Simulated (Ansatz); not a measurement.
# Ca on Ta(110): change of the work function, part 2 of 3

Aim: the work function of Ta(110) at several coverages of Ca (hollow site), and the dipole that each adsorbate carries.

Ansatz 0.2.0; plane-wave DFT, PBE, Ansatz PAW.

So far, work function, upper face (eV): step 2 (the clean slab) 4.77.

### 3. The covered slab, k-mesh 4×4×1, coverage 0.111 ML

System of this step: Ca/Ta(110). The cell holds 37 atoms: 36 Ta and 1 Ca. Cell: a = 8.600 Å, b = 8.600 Å, c = 28.121 Å, α = 90.0°, β = 90.0°, γ = 70.5°. Vacuum lies along c.

The clean slab as it ended is repeated in the plane and the adsorbate is set on one face; the cell's size fixes the coverage, and the k-mesh shrinks with it to keep the sampling density about even. Adsorbate and upper layers relax, since the dipole depends on the height.

Contents of input.yaml:

```yaml
crystal:
  lattice:
    - [7.0215703371, -4.965, 0.0]
    - [7.0215703371, 4.965, 0.0]
    - [0.0, 0.0, 28.1214676618]
  atoms:
    - { symbol: Ta, position: [0.0, 0.0, 0.3200401952] }
    - { symbol: Ta, position: [0.1666666667, 0.1666666667, 0.4032692597] }
    - { symbol: Ta, position: [0.0, 0.0, 0.4865836048] }
    - { symbol: Ta, position: [0.1666666667, 0.1666666667, 0.5665706095] }
    - { symbol: Ta, position: [0.0, 0.3333333333, 0.3200401952] }
    - { symbol: Ta, position: [0.1666666667, 0.5, 0.4032692597] }
    - { symbol: Ta, position: [0.0, 0.3333333333, 0.4865836048] }
    - { symbol: Ta, position: [0.1666666667, 0.5, 0.5665706095] }
    - { symbol: Ta, position: [0.0, 0.6666666667, 0.3200401952] }
    - { symbol: Ta, position: [0.1666666667, 0.8333333333, 0.4032692597] }
    - { symbol: Ta, position: [0.0, 0.6666666667, 0.4865836048] }
    - { symbol: Ta, position: [0.1666666667, 0.8333333333, 0.5665706095] }
    - { symbol: Ta, position: [0.3333333333, 0.0, 0.3200401952] }
    - { symbol: Ta, position: [0.5, 0.1666666667, 0.4032692597] }
    - { symbol: Ta, position: [0.3333333333, 0.0, 0.4865836048] }
    - { symbol: Ta, position: [0.5, 0.1666666667, 0.5665706095] }
    - { symbol: Ta, position: [0.3333333333, 0.3333333333, 0.3200401952] }
    - { symbol: Ta, position: [0.5, 0.5, 0.4032692597] }
    - { symbol: Ta, position: [0.3333333333, 0.3333333333, 0.4865836048] }
    - { symbol: Ta, position: [0.5, 0.5, 0.5665706095] }
    - { symbol: Ta, position: [0.3333333333, 0.6666666667, 0.3200401952] }
    - { symbol: Ta, position: [0.5, 0.8333333333, 0.4032692597] }
    - { symbol: Ta, position: [0.3333333333, 0.6666666667, 0.4865836048] }
    - { symbol: Ta, position: [0.5, 0.8333333333, 0.5665706095] }
    - { symbol: Ta, position: [0.6666666667, 0.0, 0.3200401952] }
    - { symbol: Ta, position: [0.8333333333, 0.1666666667, 0.4032692597] }
    - { symbol: Ta, position: [0.6666666667, 0.0, 0.4865836048] }
    - { symbol: Ta, position: [0.8333333333, 0.1666666667, 0.5665706095] }
    - { symbol: Ta, position: [0.6666666667, 0.3333333333, 0.3200401952] }
    - { symbol: Ta, position: [0.8333333333, 0.5, 0.4032692597] }
    - { symbol: Ta, position: [0.6666666667, 0.3333333333, 0.4865836048] }
    - { symbol: Ta, position: [0.8333333333, 0.5, 0.5665706095] }
    - { symbol: Ta, position: [0.6666666667, 0.6666666667, 0.3200401952] }
    - { symbol: Ta, position: [0.8333333333, 0.8333333333, 0.4032692597] }
    - { symbol: Ta, position: [0.6666666667, 0.6666666667, 0.4865836048] }
    - { symbol: Ta, position: [0.8333333333, 0.8333333333, 0.5665706095] }
    - { symbol: Ca, position: [0.28, 0.28, 0.6799598048] }
kpoints:
  mp_grid: { grid: [4, 4, 1] }
hamiltonian:
  xc: pbe
scf:
  occupations: { method: fermi_dirac, width: 0.1 }
  convergence: { dr2_threshold: 1.0e-08 }
efield:
  axis: 3
  dipole_correction: true
  ramp_position: 0.97
  ramp_width: 0.06
relax:
  f_tol: 0.02
  max_steps: 60
  constraints:
    - { sites: [0, 1, 4, 5, 8, 9, 12, 13, 16, 17, 20, 21, 24, 25, 28, 29, 32, 33] }
output:
  write_potential: true
  write_density: true
  volumetric_format: npy
```

The run is started by

```bash
ansatz run input.yaml --threads 4 --pin off --max-ram 16384MiB --backend cpu --events-out ev --progress --plain --runs-dir out
```

What it wrote:

```text
[...]
Crystal: 37 atoms, lattice volume = 1960.747 Å³
Basis set: ecut = 420 eV, 38371 PW (Γ), exchange–correlation on 120×120×384 points (8 copies of the dense FFT grid, shifted against one another)
Bands: 287, of which v1, the nominal top of the filled ones, is band 239 counted from 1 (238 counted from 0)
Symmetry: 2 space group operations
[...]
k-points: 7 of 16 (time reversal used)
[...]
SCF iter   1: F=—  HF=-359358.690411 eV  |F-HF|=—  |Δ(HF+E_count)|=         —  Δρ=5.26e-3  dr2=1.72e1  ethr=1.77e-3  p=0.822 e·Å  D=7.59e-2 V/Å  ΔV_dip=-2.13 eV  dr2_dipole=4.53e0  V_vac-E_F(+/−)=2.91/5.04 eV  ⟨swp⟩=15.6  Hψ=12213  notcnv=0
[...]
SCF iter  10: F=-359358.391620 eV  HF=-359358.391620 eV  |F-HF|=1.51e-9  |Δ(HF+E_count)|=   4.10e-8  Δρ=2.31e-7  dr2=3.41e-9  ethr=2.09e-12  p=0.862 e·Å  D=7.96e-2 V/Å  ΔV_dip=-2.24 eV  dr2_dipole=8.47e-10  V_vac-E_F(+/−)=2.55/4.79 eV  ⟨swp⟩=11.1  Hψ=13922  notcnv=0
SCF 1 converged in 10 iterations: F = -359358.391620 eV  dr2 = 3.41e-9
[...]
relax step   1: F+E_penalty+E_count = -359358.39161964 eV  Δ(F+E_penalty+E_count) = +0.000e0 eV  max|allowed force component| = 1.438e0 eV/Å  Δτ_max = 0.0000 Å  (10 SCF iters, accepted)
[...]
SCF iter   1: F=—  HF=-359358.765719 eV  |F-HF|=—  |Δ(HF+E_count)|=         —  Δρ=3.05e-3  dr2=1.09e0  ethr=1.60e-4  p=0.862 e·Å  D=7.96e-2 V/Å  ΔV_dip=-2.24 eV  dr2_dipole=8.84e-2  V_vac-E_F(+/−)=2.55/4.79 eV  ⟨swp⟩=2.0  Hψ=7356  notcnv=0
[...]
eigensolver tolerance schedule calibrated: the retry pair's looser diagonalisation under-reported the residual by θ = 0.30 (0.23/decade); ethr = c·dr2/N_el runs at the constant in force after the calibration composes with the one it found (an armed cap, an earlier calibration), c = 1.9e-2
[...]
SCF iter   2: F=—  HF=-359358.699354 eV  |F-HF|=—  |Δ(HF+E_count)|=   6.64e-2  Δρ=1.43e-3  dr2=1.17e-1  ethr=4.28e-5  p=0.878 e·Å  D=8.10e-2 V/Å  ΔV_dip=-2.28 eV  dr2_dipole=7.86e-5  V_vac-E_F(+/−)=2.51/4.79 eV  ⟨swp⟩=3.3  Hψ=4180  notcnv=0
[...]
SCF iter   9: F=-359358.683662 eV  HF=-359358.683662 eV  |F-HF|=5.30e-9  |Δ(HF+E_count)|=   5.20e-8  Δρ=2.35e-7  dr2=2.48e-9  ethr=1.00e-12  p=0.872 e·Å  D=8.04e-2 V/Å  ΔV_dip=-2.26 eV  dr2_dipole=1.45e-10  V_vac-E_F(+/−)=2.53/4.79 eV  ⟨swp⟩=10.6  Hψ=14061  notcnv=0
SCF 2 converged in 9 iterations: F = -359358.683662 eV  dr2 = 2.48e-9
relax step   2: F+E_penalty+E_count = -359358.68366237 eV  Δ(F+E_penalty+E_count) = -2.920e-1 eV  max|allowed force component| = 1.159e0 eV/Å  Δτ_max = 0.1996 Å  (9 SCF iters, accepted)
SCF iter   1: F=—  HF=-359358.918620 eV  |F-HF|=—  |Δ(HF+E_count)|=         —  Δρ=2.46e-3  dr2=1.40e0  ethr=1.41e-3  p=0.872 e·Å  D=8.04e-2 V/Å  ΔV_dip=-2.26 eV  dr2_dipole=3.74e-1  V_vac-E_F(+/−)=2.53/4.80 eV  ⟨swp⟩=7.4  Hψ=5956  notcnv=0
[...]
SCF iter   9: F=-359358.867681 eV  HF=-359358.867681 eV  |F-HF|=3.96e-9  |Δ(HF+E_count)|=   4.27e-8  Δρ=2.12e-7  dr2=1.88e-9  ethr=2.09e-12  p=0.827 e·Å  D=7.63e-2 V/Å  ΔV_dip=-2.14 eV  dr2_dipole=1.00e-10  V_vac-E_F(+/−)=2.64/4.79 eV  ⟨swp⟩=10.9  Hψ=13907  notcnv=0
SCF 3 converged in 9 iterations: F = -359358.867681 eV  dr2 = 1.88e-9
relax step   3: F+E_penalty+E_count = -359358.86768098 eV  Δ(F+E_penalty+E_count) = -1.840e-1 eV  max|allowed force component| = 4.569e-1 eV/Å  Δτ_max = 0.1950 Å  (9 SCF iters, accepted)
[...]
relax step   4: F+E_penalty+E_count = -359358.90750664 eV  Δ(F+E_penalty+E_count) = -3.983e-2 eV  max|allowed force component| = 1.875e-1 eV/Å  Δτ_max = 0.1948 Å  (9 SCF iters, accepted)
[...]
relax step   5: F+E_penalty+E_count = -359358.92221733 eV  Δ(F+E_penalty+E_count) = -1.471e-2 eV  max|allowed force component| = 5.050e-2 eV/Å  Δτ_max = 0.1898 Å  (9 SCF iters, accepted)
[...]
relax step   6: F+E_penalty+E_count = -359358.93053036 eV  Δ(F+E_penalty+E_count) = -8.313e-3 eV  max|allowed force component| = 4.582e-2 eV/Å  Δτ_max = 0.2000 Å  (8 SCF iters, accepted)
[...]
relax step   7: F+E_penalty+E_count = -359358.93582884 eV  Δ(F+E_penalty+E_count) = -5.298e-3 eV  max|allowed force component| = 2.228e-2 eV/Å  Δτ_max = 0.1964 Å  (8 SCF iters, accepted)
[...]
relax step   8: F+E_penalty+E_count = -359358.93678141 eV  Δ(F+E_penalty+E_count) = -9.526e-4 eV  max|allowed force component| = 2.207e-2 eV/Å  Δτ_max = 0.1606 Å  (8 SCF iters, accepted)
SCF iter   1: F=—  HF=-359358.936894 eV  |F-HF|=—  |Δ(HF+E_count)|=         —  Δρ=2.19e-4  dr2=2.68e-3  ethr=1.65e-6  p=0.781 e·Å  D=7.21e-2 V/Å  ΔV_dip=-2.03 eV  dr2_dipole=3.42e-4  V_vac-E_F(+/−)=2.77/4.79 eV  ⟨swp⟩=3.7  Hψ=4343  notcnv=0
[...]
SCF iter   7: F=-359358.936926 eV  HF=-359358.936926 eV  |F-HF|=6.69e-9  |Δ(HF+E_count)|=   3.58e-8  Δρ=2.68e-7  dr2=2.52e-9  ethr=2.09e-12  p=0.783 e·Å  D=7.22e-2 V/Å  ΔV_dip=-2.03 eV  dr2_dipole=4.24e-11  V_vac-E_F(+/−)=2.76/4.79 eV  ⟨swp⟩=10.9  Hψ=13924  notcnv=0
SCF 9 converged in 7 iterations: F = -359358.936926 eV  dr2 = 2.52e-9
relax step   9: F+E_penalty+E_count = -359358.93692618 eV  Δ(F+E_penalty+E_count) = -1.448e-4 eV  max|allowed force component| = 1.496e-2 eV/Å  Δτ_max = 0.0170 Å  (7 SCF iters, accepted)
NSCF: frozen V_eff on 7 k-points
[...]
SCF converged after 7 iterations
Free energy (F): -359358.936926 eV
[...]
Internal energy: -359357.261460 eV  (E = F + TS)
E sigma→0 (E₀):  -359358.099193 eV
Entropy (-TS):   -1.675467 eV (-45.283 meV/atom)
Fermi energy:    3.972745 eV
Dipole field:    D = 0.072246 V/Å  (p = 0.782842 e·Å, saw-weighted, corrected)
Work function:   Φ+ = 2.7601 eV   Φ− = 4.7918 eV
[...]
--- Forces (eV/Å), atoms counted from 1 ---
  atom   1  Ta    -0.00064825     0.00000000     0.42447993
  atom   2  Ta    -0.03942754     0.00000000    -0.41506702
  atom   3  Ta    -0.00192287     0.00000000     0.00070991
  atom   4  Ta    -0.00210281     0.00000000     0.00659851
  atom   5  Ta    -0.00005873    -0.00508472     0.42983702
  atom   6  Ta    -0.00439982    -0.01368231    -0.48403062
  atom   7  Ta     0.00719463    -0.00609523    -0.00197906
  atom   8  Ta    -0.00470451    -0.00118311     0.00117489
  atom   9  Ta     0.00050179    -0.00699925     0.40762344
  atom  10  Ta     0.02683378     0.00144425    -0.38209507
  atom  11  Ta    -0.00050758    -0.00221431     0.00061193
  atom  12  Ta    -0.00375083    -0.00057299     0.00066092
  atom  13  Ta    -0.00005873     0.00508472     0.42983702
  atom  14  Ta    -0.00439982     0.01368231    -0.48403062
  atom  15  Ta     0.00719463     0.00609523    -0.00197906
  atom  16  Ta    -0.00470451     0.00118311     0.00117489
  atom  17  Ta    -0.00006737     0.00000000     0.42092350
  atom  18  Ta     0.03209614     0.00000000    -0.42168888
  atom  19  Ta     0.01496120     0.00000000     0.00403870
  atom  20  Ta    -0.00248372     0.00000000     0.01033056
  atom  21  Ta     0.00014312    -0.00598994     0.42913255
  atom  22  Ta    -0.03272910    -0.00232348    -0.38108125
  atom  23  Ta     0.01412659     0.00346646     0.00072196
  atom  24  Ta    -0.00171396     0.00005096    -0.00632795
  atom  25  Ta     0.00050179     0.00699925     0.40762344
  atom  26  Ta     0.02683378    -0.00144425    -0.38209507
  atom  27  Ta    -0.00050758     0.00221431     0.00061193
  atom  28  Ta    -0.00375083     0.00057299     0.00066092
  atom  29  Ta     0.00014312     0.00598994     0.42913255
  atom  30  Ta    -0.03272910     0.00232348    -0.38108125
  atom  31  Ta     0.01412659    -0.00346646     0.00072196
  atom  32  Ta    -0.00171396    -0.00005096    -0.00632795
  atom  33  Ta     0.00133303     0.00000000     0.42519117
  atom  34  Ta    -0.00430308     0.00000000    -0.47344016
  atom  35  Ta     0.00558933     0.00000000    -0.00540996
  atom  36  Ta    -0.00359074     0.00000000     0.00066641
  atom  37  Ca    -0.00130854     0.00000000    -0.00582477
  max |Σ_I F_I| component: 5.40e-6 eV/Å
--- Band table (eV; the first three rows and the last of 7) ---
  k-point 0: bands = [... 235 lower, 3.8251, 3.8252, 3.9144, 3.9144, 3.9195, 3.9206, 3.9340, 4.0790, ... 44 higher]
  k-point 1: bands = [... 235 lower, 3.7651, 3.8688, 3.8874, 3.9485, 4.0371, 4.0636, 4.1337, 4.1695, ... 44 higher]
  k-point 2: bands = [... 235 lower, 3.8232, 3.8515, 3.9355, 3.9537, 3.9920, 4.0036, 4.0183, 4.0755, ... 44 higher]
  k-point 6: bands = [... 235 lower, 3.7793, 3.8129, 3.8358, 3.9933, 4.0108, 4.0143, 4.0286, 4.0656, ... 44 higher]
--- Relaxed structure (9 steps of the walk, 9 accepted, 0 SCFs on fresh bases) ---
  F+E_penalty+E_count = -359358.93692618 eV   max|allowed force component| = 1.496e-2 eV/Å
  atoms:
    - { symbol: Ta, position: [0.0, 0.0, 0.3200401952] }
    - { symbol: Ta, position: [0.1666666667, 0.1666666667, 0.403269] }
    - { symbol: Ta, position: [-9.519130e-5, -9.519130e-5, 0.486862] }
    - { symbol: Ta, position: [0.165800, 0.165800, 0.567645] }
    - { symbol: Ta, position: [0.0, 0.3333333333, 0.3200401952] }
    - { symbol: Ta, position: [0.1666666667, 0.5, 0.403269] }
    - { symbol: Ta, position: [-0.000980099, 0.333145, 0.486745] }
    - { symbol: Ta, position: [0.165833, 0.500716, 0.565465] }
    - { symbol: Ta, position: [0.0, 0.6666666667, 0.3200401952] }
    - { symbol: Ta, position: [0.166667, 0.833333, 0.403269] }
    - { symbol: Ta, position: [-0.00168687, 0.668172, 0.485948] }
    - { symbol: Ta, position: [0.167334, 0.831367, 0.568153] }
    - { symbol: Ta, position: [0.3333333333, 0.0, 0.3200401952] }
    - { symbol: Ta, position: [0.5, 0.1666666667, 0.403269] }
    - { symbol: Ta, position: [0.333145, -0.000980099, 0.486745] }
    - { symbol: Ta, position: [0.500716, 0.165833, 0.565465] }
    - { symbol: Ta, position: [0.3333333333, 0.3333333333, 0.3200401952] }
    - { symbol: Ta, position: [0.5, 0.5, 0.403269] }
    - { symbol: Ta, position: [0.333072, 0.333072, 0.486057] }
    - { symbol: Ta, position: [0.500803, 0.500803, 0.567592] }
    - { symbol: Ta, position: [0.333333, 0.6666666667, 0.3200401952] }
    - { symbol: Ta, position: [0.5, 0.833333, 0.403269] }
    - { symbol: Ta, position: [0.333309, 0.667115, 0.486712] }
    - { symbol: Ta, position: [0.499320, 0.835169, 0.568202] }
    - { symbol: Ta, position: [0.6666666667, 0.0, 0.3200401952] }
    - { symbol: Ta, position: [0.833333, 0.166667, 0.403269] }
    - { symbol: Ta, position: [0.668172, -0.00168687, 0.485948] }
    - { symbol: Ta, position: [0.831367, 0.167334, 0.568153] }
    - { symbol: Ta, position: [0.6666666667, 0.333333, 0.3200401952] }
    - { symbol: Ta, position: [0.833333, 0.5, 0.403269] }
    - { symbol: Ta, position: [0.667115, 0.333309, 0.486712] }
    - { symbol: Ta, position: [0.835169, 0.499320, 0.568202] }
    - { symbol: Ta, position: [0.6666666667, 0.6666666667, 0.3200401952] }
    - { symbol: Ta, position: [0.8333333333, 0.8333333333, 0.403269] }
    - { symbol: Ta, position: [0.666564, 0.666564, 0.486900] }
    - { symbol: Ta, position: [0.833327, 0.833327, 0.567348] }
    - { symbol: Ca, position: [0.334230, 0.334230, 0.659958] }
```

Elapsed: 28 min, on 4 threads of Arm Neoverse V1, shared host; peak memory 10 GiB; 1.8 h of CPU time.

Step by step:

```csv
step,energy less that of the first step (eV),largest force component (eV/Å)
1,0.0000,1.4375
2,-0.2920,1.1587
3,-0.4761,0.4569
4,-0.5159,0.1875
5,-0.5306,0.0505
6,-0.5389,0.0458
7,-0.5442,0.0223
8,-0.5452,0.0221
9,-0.5453,0.0150
```

Forces are held to the 2 operations that the program found; a distortion that breaks them can't arise in this run.

The atoms that moved most (Å):

```csv
atom,dx,dy,dz,length
Ca37,0.762,0.000,-0.562,0.947
Ta32,0.008,-0.012,0.046,0.048
Ta24,0.008,0.012,0.046,0.048
Ta12,-0.009,-0.013,0.044,0.047
Ta28,-0.009,0.013,0.044,0.047
Ta4,-0.012,0.000,0.030,0.033
Ta8,-0.001,0.008,-0.031,0.032
Ta16,-0.001,-0.008,-0.031,0.032
```

The relaxed structure:

```
Ta Ca
1.0
     7.02157   -4.96500    0.00000
     7.02157    4.96500    0.00000
     0.00000    0.00000   28.12147
Ta Ca
36 1
Direct
  0.00000 0.00000 0.32004
  0.16667 0.16667 0.40327
  0.99990 0.99990 0.48686
  0.16580 0.16580 0.56765
  0.00000 0.33333 0.32004
  0.16667 0.50000 0.40327
  0.99902 0.33314 0.48675
  0.16583 0.50072 0.56546
  0.00000 0.66667 0.32004
  0.16667 0.83333 0.40327
  0.99831 0.66817 0.48595
  0.16733 0.83137 0.56815
  0.33333 0.00000 0.32004
  0.50000 0.16667 0.40327
  0.33314 0.99902 0.48675
  0.50072 0.16583 0.56546
  0.33333 0.33333 0.32004
  0.50000 0.50000 0.40327
  0.33307 0.33307 0.48606
  0.50080 0.50080 0.56759
  0.33333 0.66667 0.32004
  0.50000 0.83333 0.40327
  0.33331 0.66712 0.48671
  0.49932 0.83517 0.56820
  0.66667 0.00000 0.32004
  0.83333 0.16667 0.40327
  0.66817 0.99831 0.48595
  0.83137 0.16733 0.56815
  0.66667 0.33333 0.32004
  0.83333 0.50000 0.40327
  0.66712 0.33331 0.48671
  0.83517 0.49932 0.56820
  0.66667 0.66667 0.32004
  0.83333 0.83333 0.40327
  0.66656 0.66656 0.48690
  0.83333 0.83333 0.56735
  0.33423 0.33423 0.65996
```

Numbers from this step:

| Item | Value |
| --- | --- |
| energy at zero smearing | -359358.0992 eV |
| work function, upper face | 2.760 eV |
| work function, lower face | 4.792 eV |
| dipole along the normal | 0.7828 e·Å |
| step between the vacuum levels | -2.032 eV |

Running mean over 2.341 Å of the planar mean; the ramp of the sawtooth is left out. Electron's electrostatic potential energy less the Fermi level against z:

```csv
z (Å),electron's electrostatic potential energy less the Fermi level (eV)
3.5,4.79
4.0,4.79
4.5,4.79
5.0,4.77
5.5,4.73
6.0,4.60
6.5,4.19
7.0,2.95
7.5,-0.256
8.0,-5.20
8.5,-8.91
9.0,-10.1
9.5,-10.1
10.0,-10.0
10.5,-10.00
11.0,-9.98
11.5,-9.97
12.0,-9.97
12.5,-9.97
13.0,-9.97
13.5,-10.0
14.0,-10.2
14.5,-10.6
15.0,-10.6
15.5,-10.4
16.0,-10.1
16.5,-8.72
17.0,-5.16
17.5,-0.932
18.0,1.39
18.5,1.99
19.0,2.04
19.5,2.15
20.0,2.44
20.5,2.65
21.0,2.72
21.5,2.74
22.0,2.75
22.5,2.76
23.0,2.76
23.5,2.76
24.0,2.76
24.5,2.76
25.0,2.76
```

The relaxation took 9 steps and lowered the energy by 0.55 eV; the largest force on the free atoms ends at 0.015 eV/Å.

The covered face has 2.76 eV, -2.01 eV against the clean one; the bare back face has moved by -0.03 eV, a measure of how thin the slab is.

(Continued in part 3 of 3.)

[Long decimals in the printed logs are rounded to 6 places.]

[Logs are printed without paths, hosts, clocks, repeated set-up lines and the standing remarks that a program may print on its own settings, such as how far it seeks lower states.]

[Hosts, paths, dates, database ids (printed as entryN), source tags and the programs' standing remarks are cut or masked in the printed files.]

[Maps of the electrostatic potential energy from Ansatz leave out the sawtooth potential of an applied field or a dipole correction, so their vacuum need not be flat; planar profiles and work functions include it.]
